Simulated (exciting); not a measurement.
# F K-edge absorption of ScF3, all-electron BSE, part 3 of 3

Wanted: the near-edge spectrum and the bound core excitons at the F K edge of ScF3.

exciting sodium; X-ray absorption, core-level Bethe-Salpeter equation, exchange and statically screened direct term, Tamm-Dancoff, all-electron LAPW+lo LDA.

So far. Step 6 (Exchange alone): Maxima (height): 0.8 eV (0.53), 4.0 eV (0.48), 7.2 eV (0.33), 9.9 eV (0.49) and 12.4 eV (0.45); 1 lower ones aren't listed. Against the independent-particle run the r.m.s. difference is 1 %. Step 7 (Another input): Wall time by task: xsgeneigvec 27 s, screen 3 min, scrcoulint 4.4 min, exccoulint 3 s, bse 20 s.

## Step 8: Ground state with other settings

Level of this step: all-electron LAPW+lo DFT, LDA, ZORA valence, Dirac core, self-consistent field (exciting).

In this try the input is made faulty on purpose, to show what that does.

input.xml reads:

```
<input>
  <title>ScF3</title>
  <structure speciespath="." autormt="false" epslat="1.0e-5">
    <crystal>
      <basevect>4.9552783461 2.8609312870 8.8875142433</basevect>
      <basevect>-4.9552783461 2.8609312870 8.8875142433</basevect>
      <basevect>0.0000000000 -5.7218625739 8.8875142433</basevect>
    </crystal>
    <species speciesfile="Sc.xml" rmt="2.115">
      <atom coord="0.0000000000 0.0000000000 0.0000000000"/>
      <atom coord="0.5000000000 0.5000000000 0.5000000000"/>
    </species>
    <species speciesfile="F.xml" rmt="1.534">
      <atom coord="0.2500000000 0.8523000000 0.6477000000"/>
      <atom coord="0.8523000000 0.6477000000 0.2500000000"/>
      <atom coord="0.6477000000 0.2500000000 0.8523000000"/>
      <atom coord="0.7500000000 0.1477000000 0.3523000000"/>
      <atom coord="0.1477000000 0.3523000000 0.7500000000"/>
      <atom coord="0.3523000000 0.7500000000 0.1477000000"/>
    </species>
  </structure>
  <groundstate do="fromscratch" xctype="LDA_PW" ngridk="3 3 3" rgkmax="6.5" gmaxvr="14" nempty="8" swidth="0.001" maxscl="3" epsengy="1e-5"/>
</input>
```

SPECIES.xml, added lines reads:

```
<lo l="L">  <!-- L = 0, 1, 2 -->
  <wf matchingOrder="0" trialEnergy="0.1500" searchE="false"/>
  <wf matchingOrder="1" trialEnergy="0.1500" searchE="false"/>
  <wf matchingOrder="0" trialEnergy="0.9000" searchE="false"/>
</lo>
```

The run is started by

```bash
> OMP_NUM_THREADS=1 mpirun -n 4 exciting
```

Numbers of over 12 decimals in the logs are rounded to 6 here.

The log of the run:

```text
EXCITING SODIUM started
********************************************************************************
* Ground-state run starting from atomic densities                              *
********************************************************************************
+ Starting initialization                                                      +
[... lattice and species ...]
 Spin treatment                             :    spin-unpolarised
 Number of Bravais lattice symmetries       :      12
 Number of crystal symmetries               :      12
 k-point grid                               :       3    3    3
 Total number of k-points                   :       6
 k-point set is reduced with crystal symmetries
 R^MT_min * |G+k|_max (rgkmax)              :       6.50000000
 Species with R^MT_min                      :       2 (F)
 Maximum |G+k| for APW functions            :       4.23728814
 Maximum |G| for potential and density      :      14.00000000
 G-vector grid sizes                        :      48    48    48
 Total number of G-vectors                  :   34929
 Maximum angular momentum used for
     APW functions                          :       8
     computing H and O matrix elements      :       8
     potential and density                  :       8
     inner part of muffin-tin               :       2
 Total nuclear charge                       :     -96.00000000
 Total electronic charge                    :      96.00000000
 Total core charge                          :      32.00000000
 Total valence charge                       :      64.00000000
 Number of empty states                     :       8
 Total number of valence states             :      41
 Maximum Hamiltonian size                   :    1103
 Maximum number of plane-waves              :     975
 Total number of local-orbitals             :     128
 Exchange-correlation type                  :       3
     Perdew-Wang, Phys. Rev. B 45, 13244 (1992)
 Smearing scheme                            :    Gaussian
 Smearing width                             :       0.00100000
 Using multisecant Broyden potential mixing
+ Ending initialization                                                        +
********************************************************************************
* Groundstate module started                                                   *
********************************************************************************
 Output level for this task is set to normal
+ Self-consistent loop started                                                 +
 Density and potential initialised from atomic data
+ SCF iteration number :    1                                                  +
 Total energy                               :     -2129.92667501
 _______________________________________________________________
[...]
Kinetic energy                             :      2131.67854957
 Coulomb energy                             :     -4122.09753721
 Exchange energy                            :      -126.78480290
 Correlation energy                         :        -7.34115020
 DOS at Fermi energy (states/Ha/cell)       :         0.00000000
 Electron charges :
     core                                   :        32.00000000
     core leakage                           :         0.00000027
     valence                                :        64.00000000
     interstitial                           :         9.93147372
     charge in muffin-tin spheres :
                  atom     1    Sc          :        18.55396987
                  atom     2    Sc          :        18.55396987
[...]
total charge in muffin-tins            :        86.06852628
     total charge                           :        96.00000000
 Estimated fundamental gap                  :         0.27920374
        valence-band maximum at    1      0.0000  0.0000  0.0000
     conduction-band minimum at    1      0.0000  0.0000  0.0000
 RMS change in effective potential (target) :  0.483671E-01  ( 0.100000E-05)
 Absolute change in total energy   (target) :   5.38173      ( 0.100000E-04)
 Charge distance                   (target) :  0.255218E-01  ( 0.100000E-04)
+ Reached self-consistent loops maximum :    3                                 +
 Total energy                               :     -2122.91941381
 _______________________________________________________________
 Fermi energy                               :         0.03925925
 Kinetic energy                             :      2131.59778576
 Coulomb energy                             :     -4120.65687140
 Exchange energy                            :      -126.52928309
 Correlation energy                         :        -7.33104508
 DOS at Fermi energy (states/Ha/cell)       :         0.00000000
 Electron charges :
     core                                   :        32.00000000
     core leakage                           :         0.00000027
     valence                                :        64.00000000
     interstitial                           :        10.18982061
     charge in muffin-tin spheres :
                  atom     1    Sc          :        18.63357454
                  atom     2    Sc          :        18.63357454
[...]
atom     7     F          :         8.09050505
                  atom     8     F          :         8.09050505
     total charge in muffin-tins            :        85.81017939
     total charge                           :        96.00000000
 Estimated fundamental gap                  :         0.25318138
        valence-band maximum at    3      0.3333  0.3333  0.0000
     conduction-band minimum at    1      0.0000  0.0000  0.0000
+ Self-consistent loop stopped                                                 +
 STATE.OUT is written
********************************************************************************
* Groundstate module stopped                                                   *
********************************************************************************
 Total time spent (seconds)                 :        26.02
- CAUTION! Warnings have been written in file WARNING.OUT !                    -
| EXCITING SODIUM stopped                                                      =
```

It took 27 s on 4 MPI ranks of Intel Xeon at 2.70GHz, shared host.

The run stopped without converging, so none of its numbers is a property of the system.

The fault put into the input: the self-consistent loop is cut at three steps.

## Step 9: The levels of theory side by side

| level | curve passes 0.15 (eV) | highest maximum (eV) | its height |
| --- | --- | --- | --- |
| IP | -0.2 | 0.8 | 0.54 |
| RPA | -0.2 | 0.8 | 0.53 |
| singlet | -3.8 | -2.7 | 1.00 |

| E (eV) | IP | RPA | singlet |
| --- | --- | --- | --- |
| -6.0 | 0.01 | 0.01 | 0.03 |
| -5.0 | 0.01 | 0.01 | 0.05 |
| -4.0 | 0.01 | 0.01 | 0.12 |
| -3.0 | 0.02 | 0.02 | 0.67 |
| -2.0 | 0.03 | 0.03 | 0.39 |
| -1.0 | 0.06 | 0.06 | 0.51 |
| 0.0 | 0.22 | 0.21 | 0.51 |
| 1.0 | 0.52 | 0.51 | 0.34 |
| 2.0 | 0.25 | 0.24 | 0.39 |
| 3.0 | 0.38 | 0.37 | 0.39 |
| 4.0 | 0.48 | 0.48 | 0.37 |
| 5.0 | 0.28 | 0.28 | 0.45 |
| 6.0 | 0.27 | 0.27 | 0.40 |
| 7.0 | 0.33 | 0.33 | 0.41 |
| 8.0 | 0.31 | 0.31 | 0.37 |
| 9.0 | 0.42 | 0.42 | 0.27 |
| 10.0 | 0.48 | 0.48 | 0.28 |
| 11.0 | 0.35 | 0.35 | 0.22 |
| 12.0 | 0.44 | 0.44 | 0.19 |
| 13.0 | 0.39 | 0.40 | 0.18 |
| 14.0 | 0.31 | 0.32 | 0.17 |
| 15.0 | 0.25 | 0.25 | 0.17 |
| 16.0 | 0.26 | 0.26 | 0.15 |
| 17.0 | 0.29 | 0.29 | 0.13 |
| 18.0 | 0.21 | 0.21 | 0.15 |
| 19.0 | 0.17 | 0.17 | 0.17 |
| 20.0 | 0.20 | 0.20 | 0.16 |
| 21.0 | 0.21 | 0.21 | 0.18 |
| 22.0 | 0.27 | 0.27 | 0.15 |

## Step 10: Outcome

| Item | Value |
| --- | --- |
| absorber and edge | F K, atom 3 |
| surroundings | 2 Sc at 1.99 Å (bent, 149°, site symmetry 2) |
| first bright state | -2.72 eV from the Kohn–Sham onset, on this mesh |
| highest maximum | -2.7 eV |
| cost of the BSE run | 23 min on 4 MPI ranks of Intel Xeon at 2.70GHz, shared host; the last task ran on as many threads |

**Reading.** Is a core exciton bound? Yes on this mesh: the first bright state (over 5 % of the brightest) lies at -2.72 eV from the Kohn–Sham onset. Exchange alone changes the independent-particle spectrum by 1.3 % r.m.s. Binding energies aren't converged on 27 k points, and fine structure above the first lines is partly noise of the mesh. Exchange and the short-range direct term aren't converged in the kernel cutoff. The zero comes from the unshifted 3×3×3 ground-state mesh; it is exact only where the band minimum lies on that mesh. The Kohn–Sham onset, 653 eV, is no photon energy: the scale needs a rigid shift. No quasiparticle correction widens the gap or stretches the bands. Vibrations and energy-dependent lifetimes are left out. The structure is a published determination, not relaxed.

[Banner, clock and machine lines of the logs are left out without a mark of their own.]

[Logs are printed without paths, hosts, clocks, repeated set-up lines and the standing remarks that a program may print on its own settings, such as how far it seeks lower states.]

[Hosts, paths, dates, database ids (printed as entryN), source tags and the programs' standing remarks are cut or masked in the printed files.]
